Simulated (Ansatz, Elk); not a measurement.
# How far do independent atoms describe Si2Ni2Bi?

The structure of Si2Ni2Bi used here is made up (a known structure type with other elements) and was relaxed beforehand with PBEsol. The aim is the Fourier transform of its all-electron density, F(hkl), set beside the sum over free spherical atoms that refinements use.

Method: DFT, PBE, all-electron APW+lo, Dirac cores, scalar-relativistic bands, static density, no spin, in Elk 11.2.3 (patched build).

The structure was built from a prototype and need not be the compound's stable phase.

### 1. The structure

It takes space group I4/mmm (No. 139, tetragonal). The conventional cell has a = 4.032 Å, b = 4.032 Å, c = 9.386 Å, α = 90.00°, β = 90.00°, γ = 90.00°. Nearest to Bi lie 8 Ni at 3.09 Å and 8 Si at 3.10 Å. Nearest to Ni lie 4 Si at 2.32 Å and 4 Ni at 2.85 Å and 4 Bi at 3.09 Å. Nearest to Si lie 4 Ni at 2.32 Å and 1 Si at 2.42 Å and 4 Bi at 3.10 Å. Farther neighbours are not listed.

### 2. Ground state and structure factors

An all-electron density is needed, since X-rays see the cores too. Task 0 finds the density and task 195 Fourier-transforms it; tshift is off so that phases refer to the origin typed.

File elk.in:

```
tasks
  0
  195

xctype
  20

spinpol
  .false.

rgkmax
  7.0

gmaxvr
  14.0

lmaxo
  7

lmaxapw
  8

swidth
  0.002

tshift
  .false.

ramdisk
  .false.

hmaxvr
  5.5

maxscl
  120

epspot
  1e-06

sppath
  './'

avec
  -3.80963711897 3.80963711897 8.86814816824
  3.80963711897 -3.80963711897 8.86814816824
  3.80963711897 3.80963711897 -8.86814816824

atoms
  3
  'Bi.in'
  1
  -0.0000000000 -0.0000000000 0.0000000000   0.000000 0.000000 0.000000
  'Ni.in'
  2
  0.2500000000 0.7500000000 0.5000000000   0.000000 0.000000 0.000000
  0.7500000000 0.2500000000 0.5000000000   0.000000 0.000000 0.000000
  'Si.in'
  2
  0.6286824159 0.6286824159 -0.0000000000   0.000000 0.000000 0.000000
  0.3713175841 0.3713175841 -0.0000000000   0.000000 0.000000 0.000000

ngridk
  8 8 8
```

The run is started by

```
OMP_NUM_THREADS=4 elk
```

Numbers of over 12 decimals in the logs are rounded to 6 here.

What it wrote:

```text
┌─────────────────────────┐
│ Elk code version 11.2.3 │
└─────────────────────────┘

All units are atomic (Hartree, Bohr, etc.)

┌─────────────────────────────────────────────────┐
│ Ground-state run starting from atomic densities │
└─────────────────────────────────────────────────┘

Lattice vectors :
  -3.809637119       3.809637119       8.868148168
   3.809637119      -3.809637119       8.868148168
   3.809637119       3.809637119      -8.868148168

Reciprocal lattice vectors :
 -0.4569825062E-17  0.8246435436      0.3542557695
  0.8246435436     -0.4569825062E-17  0.3542557695
  0.8246435436      0.8246435436      0.3790811556E-17

Unit cell volume      :    514.8256200
Brillouin zone volume :   0.4818140431

Muffin-tin inner radius fraction :   0.1000000000E-01

Nuclei treated as point charges

Species : 1 (Bi)
 parameters loaded from : Bi.in
 name : bismuth
 nuclear charge    :   -83.00000000
 electronic charge :    83.00000000
 atomic mass :    380947.9285
 muffin-tin radius :    2.800000000
 number of radial points in muffin-tin :   1393
 inner part over the whole radius :   0.9976520004E-02
 number on inner part of muffin-tin    :   1001
 approximate nuclear radius :   0.1052171418E-03
 number of mesh points to nuclear radius :    526
 atomic positions (lattice), magnetic fields (Cartesian) :
  1 :   0.00000000  0.00000000  0.00000000    0.00000000  0.00000000  0.00000000

Species : 2 (Ni)
 parameters loaded from : Ni.in
 name : nickel
 nuclear charge    :   -28.00000000
 electronic charge :    28.00000000
 atomic mass :    106991.5231
 muffin-tin radius :    2.256678484
 number of radial points in muffin-tin :    993
 inner part over the whole radius :   0.9968166455E-02
 number on inner part of muffin-tin    :    700
 approximate nuclear radius :   0.7325707712E-04
 number of mesh points to nuclear radius :    336
 atomic positions (lattice), magnetic fields (Cartesian) :
  1 :   0.25000000 -0.25000000  0.50000000    0.00000000  0.00000000  0.00000000
  2 :  -0.25000000  0.25000000  0.50000000    0.00000000  0.00000000  0.00000000

Species : 3 (Si)
 parameters loaded from : Si.in
 name : silicon
 nuclear charge    :   -14.00000000
 electronic charge :    14.00000000
 atomic mass :    51196.73458
 muffin-tin radius :    2.068621943
 number of radial points in muffin-tin :    793
 inner part over the whole radius :   0.9894748049E-02
 number on inner part of muffin-tin    :    552
 approximate nuclear radius :   0.5963282101E-04
 number of mesh points to nuclear radius :    247
 atomic positions (lattice), magnetic fields (Cartesian) :
  1 :  -0.37131758 -0.37131758  0.00000000    0.00000000  0.00000000  0.00000000
  2 :   0.37131758  0.37131758  0.00000000    0.00000000  0.00000000  0.00000000

Total number of atoms per unit cell :    5
Total muffin-tin volume :    262.3891370
 ratio of muffin-tin to unit cell volume :   0.5096660438

Spin treatment :
 spin-unpolarised

Number of Bravais lattice symmetries :   16
Number of crystal symmetries         :   16
Crystal has inversion symmetry
Real symmetric eigensolver will be used

k-point grid :      8     8     8
k-point offset :    0.000000000       0.000000000       0.000000000
k-point set is reduced with full crystal symmetry group
Total number of k-points :       59

Muffin-tin radius times maximum |G+k| :    7.000000000
 using average radius
Maximum |G+k| for APW functions       :    3.056608159
Maximum (1/2)|G+k|²                   :    4.671426719
Maximum |G| for potential and density :    14.00000000
Constant for pseudocharge density :   10
 order of it for each species :   17  17  17
 order of it for pair densities of each species (exact exchange by exxq0 0: 18) :   14   9   7
Radial integration step length :    1

G-vector grid sizes :     48    48    48
Number of G-vectors :    23815

Maximum angular momentum used for
 APW functions            :    8
 outer part of muffin-tin :    7
 inner part of muffin-tin :    2

Total nuclear charge    :   -167.0000000
[...]
Density of states at Fermi energy :    80.60312051
 (states/Hartree/unit cell)

Estimated indirect band gap :   0.7676293280E-03
 from k-point 23 to k-point 38
Estimated direct band gap   :   0.3966642677E-02
 at k-point 24

Charges :
 core                        :    112.0000000
 valence                     :    55.00000000
 interstitial                :    7.173436085
 muffin-tins (core leakage)
  species : 1 (Bi)
   atom 1                    :    80.51977218     (  0.7238986094E-03)
  species : 2 (Ni)
[...]
species : 3 (Si)
[...]
total in muffin-tins        :    159.8265639
 total calculated charge     :    166.9926154
 total charge                :    167.0000000
 error                       :   0.7384595996E-02

RMS change in Kohn-Sham potential (target) :   0.5087923691     (  0.1000000000E-05)
Absolute change in total energy (target)   :   0.1131135568     (  0.1000000000E-03)

[... loops 3 to 17 left out ...]

┌──────────────────┐
│ Loop number : 18 │
└──────────────────┘

Energies :
 Fermi                       :     0.338257
 sum of occupied eigenvalues :     -15425.253714207
 electron kinetic            :      28918.470347507
 core electron kinetic       :      28441.912641555
 Coulomb                     :     -53553.910677602
 Coulomb potential           :     -43602.406557601
 nuclear-nuclear             :     -2240.9186244670
 electron-nuclear            :     -59069.483407414
 Hartree                     :      7756.4913542790
 Madelung                    :     -31752.707398802
 xc potential                :     -741.31750411318
 exchange                    :     -558.90444560840
 correlation                 :     -8.955119
 electron entropic           :    -0.90601544436084E-03
 total energy                :     -25203.300801162

Density of states at Fermi energy :    69.64815398
 (states/Hartree/unit cell)

Estimated indirect band gap :   0.1360153110E-02
 from k-point 7 to k-point 15
Estimated direct band gap   :   0.4793738179E-02
 at k-point 34

Charges :
 core                        :    112.0000000
 valence                     :    55.00000000
 interstitial                :    7.669939332
 muffin-tins (core leakage)
  species : 1 (Bi)
[...]
species : 2 (Ni)
[...]
species : 3 (Si)
[...]
total in muffin-tins        :    159.3300607
 total calculated charge     :    166.9928109
 total charge                :    167.0000000
 error                       :   0.7189108806E-02

RMS change in Kohn-Sham potential (target) :   0.6610672858E-07 (  0.1000000000E-05)
Absolute change in total energy (target)   :   0.4008589167E-04 (  0.1000000000E-03)

Convergence targets achieved

┌──────────────────┐
│ Loop number : 19 │
└──────────────────┘

Energies :
 Fermi                       :     0.338257
 sum of occupied eigenvalues :     -15425.253709199
 electron kinetic            :      28918.470350616
 core electron kinetic       :      28441.912644566
 Coulomb                     :     -53553.910676022
 Coulomb potential           :     -43602.406558231
 nuclear-nuclear             :     -2240.9186244670
 electron-nuclear            :     -59069.483403252
 Hartree                     :      7756.4913516976
 Madelung                    :     -31752.707396906
 xc potential                :     -741.31750158474
 exchange                    :     -558.90444545558
 correlation                 :     -8.955119
 electron entropic           :    -0.90601551237530E-03
 total energy                :     -25203.300796316

Density of states at Fermi energy :    69.64815928
 (states/Hartree/unit cell)

Estimated indirect band gap :   0.1360153512E-02
 from k-point 7 to k-point 15
Estimated direct band gap   :   0.4793739912E-02
 at k-point 34

Charges :
 core                        :    112.0000000
 valence                     :    55.00000000
 interstitial                :    7.669939359
 muffin-tins (core leakage)
  species : 1 (Bi)
[...]
species : 2 (Ni)
[...]
atom 2                    :    27.11413387     (  0.6056238637E-03)
  species : 3 (Si)
   atom 1                    :    11.96098918     (  0.2627845022E-02)
   atom 2                    :    11.96098918     (  0.2627845022E-02)
 total in muffin-tins        :    159.3300606
 total calculated charge     :    166.9928109
 total charge                :    167.0000000
 error                       :   0.7189108517E-02

┌──────────────────────────────┐
│ Self-consistent loop stopped │
└──────────────────────────────┘

Warning : core states of species 1 leak from the muffin-tin :   0.6753537549E-03

Warning : core states of species 2 leak from the muffin-tin :   0.6056238637E-03

Warning : core states of species 3 leak from the muffin-tin :   0.2627845022E-02

Wrote STATE.OUT
```

Elapsed: 42 s, on 4 threads of Intel Xeon Platinum 8488C (Sapphire Rapids), shared host; peak memory 0.23 GiB.

SFACRHO.OUT:

```text

h k l indices transformed by vhmat matrix:
   1.000000000       0.000000000       0.000000000    
   0.000000000       1.000000000       0.000000000    
   0.000000000       0.000000000       1.000000000    

      h      k      l  multipl.   |H|            Re(F)            Im(F)           |F|

      0      0      0      1   0.0000000       167.00000      0.14213475E-16   167.00000    
      1      1     -1      2  0.70851154       25.008543      0.17861602E-13   25.008543    
      1      0      0      8  0.89751553       59.880217      0.26792403E-14   59.880217    
      1     -1      0      4   1.1662221       46.276894      0.24561909E-15   46.276894    
     -2     -1      2      8   1.3451808       84.535567      0.62515606E-14   84.535567    
      0      2     -1      8   1.3645741       112.88415      -0.0000000       112.88415    
      2      2     -2      2   1.4170231       93.719752     -0.11721676E-13   93.719752    
     -1      1      1      4   1.6492871       124.74650     -0.54700497E-14   124.74650    
      0      2      0      8   1.7950311       24.784177      0.17861602E-13   24.784177    
     -2     -2      1      8   1.8352189       8.6965842     -0.27238943E-13   8.6965842    
      2     -1      0     16   1.8776800       52.129824      0.26792403E-14   52.129824    
     -2     -3      2      8   1.9538336       72.966738      0.89308009E-14   72.966738    
      3      3     -3      2   2.1255346       27.559055      0.16968522E-13   27.559055    
      3      0     -1     16   2.1282996       72.891614     -0.44654004E-14   72.891614    
     -1     -3      3      8   2.1744200       80.249982     -0.11386771E-13   80.249982    
      2     -2      0      4   2.3324442       108.15867      0.23159432E-15   108.15867    
      4      2     -3      8   2.4244528       93.141930     -0.50012485E-13   93.141930    
      1      1     -3      8   2.4376801       24.126838     -0.11610041E-13   24.126838
```

Elk indexes on the primitive cell of elk.in and gives |H| = 4π sin θ/λ in inverse bohr. Below, one row stands for each form hkl of the conventional cell (m members, Friedel mates merged), F is for one primitive cell and the density is static (no thermal factor). Free-atom factors are Waasmaier and Kirfel's, and R is Σm||F|−|F'||/Σm|F|.

| hkl | m | sin θ/λ (Å⁻¹) | abs F, DFT | neutral atoms | diff. |
| --- | --- | --- | --- | --- | --- |
| 002 | 2 | 0.106 | 25.009 | 25.673 | -0.665 |
| 101 | 8 | 0.135 | 59.880 | 60.209 | -0.328 |
| 110 | 4 | 0.175 | 46.277 | 46.519 | -0.242 |
| 103 | 8 | 0.202 | 84.536 | 84.552 | -0.017 |
| 112 | 8 | 0.205 | 112.884 | 112.826 | +0.058 |
| 004 | 2 | 0.213 | 93.720 | 93.718 | +0.002 |
| 200 | 4 | 0.248 | 124.746 | 125.070 | -0.324 |
| 202 | 8 | 0.270 | 24.784 | 24.446 | +0.338 |
| 114 | 8 | 0.276 | 8.697 | 8.236 | +0.460 |
| 211 | 16 | 0.282 | 52.130 | 52.077 | +0.053 |
| 105 | 8 | 0.294 | 72.967 | 73.182 | -0.215 |
| 006 | 2 | 0.320 | 27.559 | 27.114 | +0.445 |
| 213 | 16 | 0.320 | 72.892 | 73.053 | -0.161 |
| 204 | 8 | 0.327 | 80.250 | 80.298 | -0.048 |

### 3. The highest occupied states alone

An energy window below the Fermi level keeps the highest occupied states, to see at which angles they scatter; shallow core shells can lie inside it and anion s states outside. No new self-consistency is needed.

elk.in, as its differences from that of step 2:

```diff
@@ -1,3 +1,2 @@
 tasks
-  0
   195
@@ -40,2 +39,5 @@
 
+wsfac
+  -0.102740 0.638260
+
 sppath
```

The run is started by

```
OMP_NUM_THREADS=4 elk
```

What it wrote:

```text
┌─────────────────────────────────┐
│ Elk code version 11.2.3 started │
└─────────────────────────────────┘

Info(readinput): the functional depends on the density's gradient
 muffin-tin radial points multiplied by    2.00000
 (not where nrmtscf is given)

┌────────────────────┐
│ Current task : 195 │
└────────────────────┘
Info(checkmt): changed muffin-tin radius of species 2 (Ni) from   2.4000 to   2.2567
Info(checkmt): changed muffin-tin radius of species 3 (Si) from   2.2000 to   2.0686

Info(sfacrho): density structure factors written to SFACRHO.OUT

 Energy window :  -0.1027400000      0.6382600000

┌──────────────────┐
│ Elk code stopped │
└──────────────────┘
```

Run time: 7.1 s. Hardware: 4 threads; peak memory 0.16 GiB.

States within 12 eV below the Fermi level hold 31.75 electrons; any levels below the window count with the cores, and a count that is not whole means the window cuts a band. Their amplitudes can exceed the total, where window and core parts have opposite phase:

| hkl | sin θ/λ (Å⁻¹) | abs F, window | abs F, all |
| --- | --- | --- | --- |
| 002 | 0.106 | 14.998 | 25.009 |
| 101 | 0.135 | 1.022 | 59.880 |
| 110 | 0.175 | 10.691 | 46.277 |
| 103 | 0.202 | 0.969 | 84.536 |
| 112 | 0.205 | 11.597 | 112.884 |
| 004 | 0.213 | 10.502 | 93.720 |
| 200 | 0.248 | 9.598 | 124.746 |
| 202 | 0.270 | 8.691 | 24.784 |
| 114 | 0.276 | 8.381 | 8.697 |
| 211 | 0.282 | 0.030 | 52.130 |

(Part 1 of 2 ends here.)

[Logs are printed without paths, hosts, clocks, repeated set-up lines and the standing remarks that a program may print on its own settings, such as how far it seeks lower states.]

[Hosts, paths, dates, database ids (printed as entryN), source tags and the programs' standing remarks are cut or masked in the printed files.]
